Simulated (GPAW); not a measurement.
# Work function of 2H-TaSTe monolayer at several levels, part 2 of 2

How far do functional and basis move the work function of 2H-TaSTe monolayer?

GPAW 26.7.0; GPAW, PAW setups; layer in a repeated cell with vacuum, relaxation of atoms and in-plane cell (the session's first sound run).

So far, upper work function (eV): step 3 (the slab's potential, PBE, GPAW) 5.44; step 4 (GPAW, PAW setups) 5.75; step 5 (LDA) 5.68.

**6. Self-consistent run: xc = "revPBE"**

Level of this step: GPAW, PAW setups; slab in vacuum (GPAW).

The same geometry under revPBE, to see how far the functional moves the levels against the vacuum.

run.py reads:

```python
import json
import numpy as np
from ase import Atoms
from gpaw import GPAW, PW

slab = Atoms(
    ['Te', 'Ta', 'S'],
    positions=[
        [0.00000, 2.03407, 9.00000],
        [-0.00000, 0.00000, 10.94632],
        [0.00000, 2.03407, 12.36513]],
    cell=[[3.52312, 0.0, 0.0], [-1.76156, 3.05111, 0.0], [0.0, 0.0, 21.3651]],
    pbc=[True, True, False])

slab.calc = GPAW(mode=PW(400), xc='revPBE', kpts={'size': (9, 9, 1), 'gamma': True},
                 occupations={'name': 'fermi-dirac', 'width': 0.05}, nbands='160%',
                 convergence={'density': 1e-05}, maxiter=200,
                 poissonsolver={'dipolelayer': 'xy'},
                 symmetry={'tolerance': 1e-3}, txt='slab.txt')
result = {}
energy = slab.get_potential_energy()
fermi = slab.calc.get_fermi_level()
v = slab.calc.get_electrostatic_potential().mean((0, 1)) - fermi
n = slab.calc.get_pseudo_density().mean((0, 1))
L = slab.cell[2, 2]
z = np.arange(len(v)) * L / len(v)
low, high = slab.positions[:, 2].min(), slab.positions[:, 2].max()
below, above = np.interp([low - 6.8, high + 6.8], z, v)
slopes = [np.interp(x, z, np.gradient(v, z)) for x in (low - 6.8, high + 6.8)]
eps = np.array([[slab.calc.get_eigenvalues(k, s) for k in range(len(slab.calc.get_ibz_k_points()))]
                for s in range(slab.calc.get_number_of_spins())]) - fermi
top, bottom = eps[eps < 0].max(), eps[eps > 0].min()
dipole = slab.get_dipole_moment()[2]
print(f'energy {energy:.4f} eV, Fermi level {fermi:.4f} eV, dipole {dipole:.5f} e A')
print(f'potential 6.8 A off the faces, from the Fermi level: lower {below:.4f} eV, upper {above:.4f} eV')
print(f'slope of the potential there: lower {slopes[0]:.5f}, upper {slopes[1]:.5f} eV/A')
print(f'nearest levels on the mesh: {top:.4f} and {bottom:.4f} eV')
print('magnetic moment', round(slab.get_magnetic_moment(), 3))
result.update(energy=energy, fermi=fermi, dipole=dipole, below=below, above=above, slopes=slopes, edges=[top, bottom],
              z=z.tolist(), v=v.tolist(), n=n.tolist(), positions=slab.positions.tolist(),
              forces=slab.get_forces(apply_constraint=False).tolist(), moments=slab.get_magnetic_moments().tolist())
json.dump(result, open('result.json', 'w'))
```

The run is started by

```sh
$ OMP_NUM_THREADS=1 OPENBLAS_NUM_THREADS=1 python run.py
```

The program printed:

```text
energy -18.2133 eV, Fermi level -1.2358 eV, dipole -0.03690 e A
potential 6.8 A off the faces, from the Fermi level: lower 4.7294 eV, upper 5.3454 eV
slope of the potential there: lower 0.00006, upper -0.00005 eV/A
nearest levels on the mesh: -0.0187 and 0.1077 eV
magnetic moment 0.0
```

Wall time 31 s (1 thread of Arm Neoverse V1, shared host); peak memory 0.22 GiB.

This step gave:

| Quantity | Value |
| --- | --- |
| dipole along the normal | -0.03690 e·Å |
| levels nearest the Fermi level on the mesh | -0.01873, 0.1077 eV from the Fermi level |
| upper work function | 5.345 eV |
| lower work function | 4.729 eV |

Table of electrostatic potential energy of an electron (without an applied field's), less the Fermi level, planar mean by z:

```
z (Å)  electrostatic potential energy of an electron (without an applied field's), less the Fermi level, planar mean (eV)
    0                                                                                                                5.04
    1                                                                                                                4.73
    2                                                                                                                4.73
    3                                                                                                                4.73
    4                                                                                                                4.73
    5                                                                                                                4.73
    6                                                                                                                4.72
    7                                                                                                                4.49
    8                                                                                                               0.788
    9                                                                                                               -20.7
   10                                                                                                               -3.67
   11                                                                                                               -18.3
   12                                                                                                               -9.62
   13                                                                                                              -0.242
   14                                                                                                                5.11
   15                                                                                                                5.34
   16                                                                                                                5.35
   17                                                                                                                5.35
   18                                                                                                                5.35
   19                                                                                                                5.35
   20                                                                                                                5.35
   21                                                                                                                5.31
```

The upper face's work function is 5.345 eV, against 5.437 eV in the first plane-wave PBE run at this geometry.

**7. Self-consistent run: xc = "RPBE"**

The same geometry under RPBE, to see how far the functional moves the levels against the vacuum.

Changes to run.py since step 6:

```diff
@@ -14,3 +14,3 @@
 
-slab.calc = GPAW(mode=PW(400), xc='revPBE', kpts={'size': (9, 9, 1), 'gamma': True},
+slab.calc = GPAW(mode=PW(400), xc='RPBE', kpts={'size': (9, 9, 1), 'gamma': True},
                  occupations={'name': 'fermi-dirac', 'width': 0.05}, nbands='160%',
```

The program printed:

```text
energy -18.0529 eV, Fermi level -1.2247 eV, dipole -0.03743 e A
potential 6.8 A off the faces, from the Fermi level: lower 4.7212 eV, upper 5.3461 eV
slope of the potential there: lower 0.00006, upper -0.00005 eV/A
nearest levels on the mesh: -0.0197 and 0.1084 eV
magnetic moment 0.0
```

It took 31 s on 1 thread; peak memory 0.21 GiB.

This step gave:

```
dipole along the normal                    : -0.03743 e·Å
levels nearest the Fermi level on the mesh : -0.01966, 0.1084 eV from the Fermi level
upper work function                        : 5.346 eV
lower work function                        : 4.721 eV
```

The electrostatic potential energy of an electron (without an applied field's), less the Fermi level, planar mean by z:

```
z (Å)  electrostatic potential energy of an electron (without an applied field's), less the Fermi level, planar mean (eV)
    0                                                                                                                5.03
    1                                                                                                                4.72
    2                                                                                                                4.72
    3                                                                                                                4.72
    4                                                                                                                4.72
    5                                                                                                                4.72
    6                                                                                                                4.71
    7                                                                                                                4.48
    8                                                                                                               0.760
    9                                                                                                               -20.7
   10                                                                                                               -3.70
   11                                                                                                               -18.4
   12                                                                                                               -9.65
   13                                                                                                              -0.261
   14                                                                                                                5.11
   15                                                                                                                5.34
   16                                                                                                                5.35
   17                                                                                                                5.35
   18                                                                                                                5.35
   19                                                                                                                5.35
   20                                                                                                                5.35
   21                                                                                                                5.32
```

The upper face's work function is 5.346 eV, against 5.437 eV in the first plane-wave PBE run at this geometry.

**8. OptPBE vdW: xc = "optPBE-vdW"**

The same geometry under optPBE-vdW, to see how far the functional moves the levels against the vacuum (the van der Waals functionals take revPBE setups).

Changes to run.py since step 7:

```diff
@@ -14,3 +14,3 @@
 
-slab.calc = GPAW(mode=PW(400), xc='RPBE', kpts={'size': (9, 9, 1), 'gamma': True},
+slab.calc = GPAW(mode=PW(400), xc='optPBE-vdW', kpts={'size': (9, 9, 1), 'gamma': True},
                  occupations={'name': 'fermi-dirac', 'width': 0.05}, nbands='160%',
```

The program printed:

```text
energy -56.5931 eV, Fermi level -1.4760 eV, dipole -0.03642 e A
potential 6.8 A off the faces, from the Fermi level: lower 5.0355 eV, upper 5.6434 eV
slope of the potential there: lower 0.00006, upper -0.00005 eV/A
nearest levels on the mesh: -0.0137 and 0.1005 eV
magnetic moment 0.0
```

It took 44 s on 1 thread; peak memory 0.39 GiB.

Numbers from this step:

| Property | Result |
| --- | --- |
| dipole along the normal | -0.03642 e·Å |
| levels nearest the Fermi level on the mesh | -0.01367, 0.1005 eV from the Fermi level |
| upper work function | 5.643 eV |
| lower work function | 5.036 eV |

The upper face's work function is 5.643 eV, against 5.437 eV in the first plane-wave PBE run at this geometry.

**9. Real-space grid: mode = "fd"**

A real-space grid is a second complete basis, so it checks the plane-wave result.

Changes to run.py since step 8:

```diff
@@ -3,3 +3,3 @@
 from ase import Atoms
-from gpaw import GPAW, PW
+from gpaw import GPAW
 
@@ -14,3 +14,3 @@
 
-slab.calc = GPAW(mode=PW(400), xc='optPBE-vdW', kpts={'size': (9, 9, 1), 'gamma': True},
+slab.calc = GPAW(mode='fd', h=0.18, xc='PBE', kpts={'size': (9, 9, 1), 'gamma': True},
                  occupations={'name': 'fermi-dirac', 'width': 0.05}, nbands='160%',
```

The program printed:

```text
energy -19.1343 eV, Fermi level -5.1393 eV, dipole -0.03544 e A
potential 6.8 A off the faces, from the Fermi level: lower 4.8410 eV, upper 5.4376 eV
slope of the potential there: lower -0.00000, upper 0.00000 eV/A
nearest levels on the mesh: -0.0168 and 0.1045 eV
magnetic moment 0.0
```

It took 59 s on 1 thread; peak memory 0.4 GiB.

Numbers from this step:

```
dipole along the normal                    : -0.03544 e·Å
levels nearest the Fermi level on the mesh : -0.01675, 0.1045 eV from the Fermi level
upper work function                        : 5.438 eV
lower work function                        : 4.841 eV
```

The upper face's work function is 5.438 eV, against 5.437 eV in the first plane-wave PBE run at this geometry.

**10. Atomic orbitals: mode = "lcao"**

Atom-centred orbitals end a few angstrom from the surface, which tests how much the density's tail matters.

Changes to run.py since step 9:

```diff
@@ -14,4 +14,4 @@
 
-slab.calc = GPAW(mode='fd', h=0.18, xc='PBE', kpts={'size': (9, 9, 1), 'gamma': True},
-                 occupations={'name': 'fermi-dirac', 'width': 0.05}, nbands='160%',
+slab.calc = GPAW(mode='lcao', basis='dzp', h=0.18, xc='PBE', kpts={'size': (9, 9, 1), 'gamma': True},
+                 occupations={'name': 'fermi-dirac', 'width': 0.05}, nbands='120%',
                  convergence={'density': 1e-05}, maxiter=200,
```

The program printed:

```text
energy -18.2522 eV, Fermi level -5.0885 eV, dipole -0.04488 e A
potential 6.8 A off the faces, from the Fermi level: lower 4.7108 eV, upper 5.4663 eV
slope of the potential there: lower 0.00000, upper 0.00000 eV/A
nearest levels on the mesh: -0.0134 and 0.1081 eV
magnetic moment 0.0
```

Run time: 48 s. Hardware: 1 thread; peak memory 0.28 GiB.

Numbers from this step:

```yaml
dipole_along_the_normal: -0.04488 e·Å
levels_nearest_the_fermi_level_on_the_mesh: -0.01342, 0.1081 eV from the Fermi level
upper_work_function: 5.466 eV
lower_work_function: 4.711 eV
```

Electrostatic potential energy of an electron (without an applied field's), less the Fermi level, planar mean against z:

```csv
z (Å),"electrostatic potential energy of an electron (without an applied field's), less the Fermi level, planar mean (eV)"
0,5.09
1,4.71
2,4.71
3,4.71
4,4.71
5,4.71
6,4.71
7,4.57
8,0.905
9,-20.8
10,-3.78
11,-18.3
12,-9.60
13,-0.0907
14,5.26
15,5.46
16,5.47
17,5.47
18,5.47
19,5.47
20,5.47
21,5.47
```

The upper face's work function is 5.466 eV, against 5.437 eV in the first plane-wave PBE run at this geometry.

**11. All levels side by side**

Times are for 1 thread of Arm Neoverse V1, shared host. Results by setting:

| no. | run | upper work function (eV) | lower work function (eV) | time | memory (GiB) |
| --- | --- | --- | --- | --- | --- |
| 1 | pw | 5.437 | 4.838 | 31 s | 0.22 |
| 2 | vdW DF2 | 5.753 | 5.129 | 42 s | 0.39 |
| 3 | LDA | 5.676 | 5.133 | 29 s | 0.2 |
| 4 | revPBE | 5.345 | 4.729 | 31 s | 0.22 |
| 5 | RPBE | 5.346 | 4.721 | 31 s | 0.21 |
| 6 | optPBE vdW | 5.643 | 5.036 | 44 s | 0.39 |
| 7 | fd | 5.438 | 4.841 | 59 s | 0.4 |
| 8 | lcao | 5.466 | 4.711 | 48 s | 0.28 |

**12. Side by side**

Results and costs are gathered.

This step: comparison of work functions, dipole and cost (GPAW 26.7.0).

Ladder, by row:

```csv
step,code,"work function, upper (eV)","work function, lower (eV)",dipole (e Å),wall time (s),peak memory (GiB),threads
pw,GPAW,5.437,4.838,-0.0359,30.63,0.22,1
vdW-DF2,GPAW,5.753,5.129,-0.03738,41.75,0.39,1
LDA,GPAW,5.676,5.133,-0.03254,29.3,0.2,1
revPBE,GPAW,5.345,4.729,-0.0369,30.55,0.22,1
RPBE,GPAW,5.346,4.721,-0.03743,30.9,0.21,1
optPBE-vdW,GPAW,5.643,5.036,-0.03642,43.94,0.39,1
fd,GPAW,5.438,4.841,-0.03544,59.02,0.4,1
lcao,GPAW,5.466,4.711,-0.04488,47.75,0.28,1
```

**13. A changed run**

One more run, with changed settings.

This step: GPAW, PAW setups; slab in vacuum (GPAW 26.7.0).

Changes to run.py since step 10:

```diff
@@ -3,3 +3,3 @@
 from ase import Atoms
-from gpaw import GPAW
+from gpaw import GPAW, PW
 
@@ -14,5 +14,5 @@
 
-slab.calc = GPAW(mode='lcao', basis='dzp', h=0.18, xc='PBE', kpts={'size': (9, 9, 1), 'gamma': True},
-                 occupations={'name': 'fermi-dirac', 'width': 0.05}, nbands='120%',
-                 convergence={'density': 1e-05}, maxiter=200,
+slab.calc = GPAW(mode=PW(400), xc='PBE', kpts={'size': (9, 9, 1), 'gamma': True},
+                 occupations={'name': 'fermi-dirac', 'width': 0.05}, nbands='80%',
+                 convergence={'density': 1e-05}, maxiter=75,
                  poissonsolver={'dipolelayer': 'xy'},
```

The program printed:

```text
ValueError: Too few bands!  Electrons: 25.0, bands: 80%
```

It took 0.91 s on 1 thread; peak memory 0.12 GiB.

The program refused the input before any cycle.

The program's message: “ValueError: Too few bands! Electrons: 25.0, bands: 80%”

The change that led to it: nbands = "80 % of the filled bands".

**14. Outcome**

```yaml
work_function_upper_and_lower_face: 5.437 and 4.838 eV
dipole_along_the_normal: -0.0359 e Å
```

What this shows: With plane waves and PBE the work function is 5.44 eV on the upper face and 4.84 eV on the lower. The two faces differ by 0.60 eV, the step that the slab's dipole makes (e p/(ε0 A) gives 0.60 eV), so the dipole layer is needed. Over the sound runs of the table the upper face's work function spans 5.345 (revPBE) to 5.753 eV (vdW-DF2). The starting lattice was a guess from atomic radii; the relaxation moved it by -4 %. The relaxation of atoms and cell ran in a fully periodic cell without the dipole layer, so the atoms of this polar layer felt a small spurious field. The cell holds an odd number of electrons, so without spin polarisation it must come out metallic and without a moment, whatever its true state. The layer's cell and atoms come from the relaxation; spin-orbit coupling and temperature are left out.

[Logs are printed without paths, hosts, clocks, repeated set-up lines and the standing remarks that a program may print on its own settings, such as how far it seeks lower states.]

[Hosts, paths, dates, database ids (printed as entryN), source tags and the programs' standing remarks are cut or masked in the printed files.]
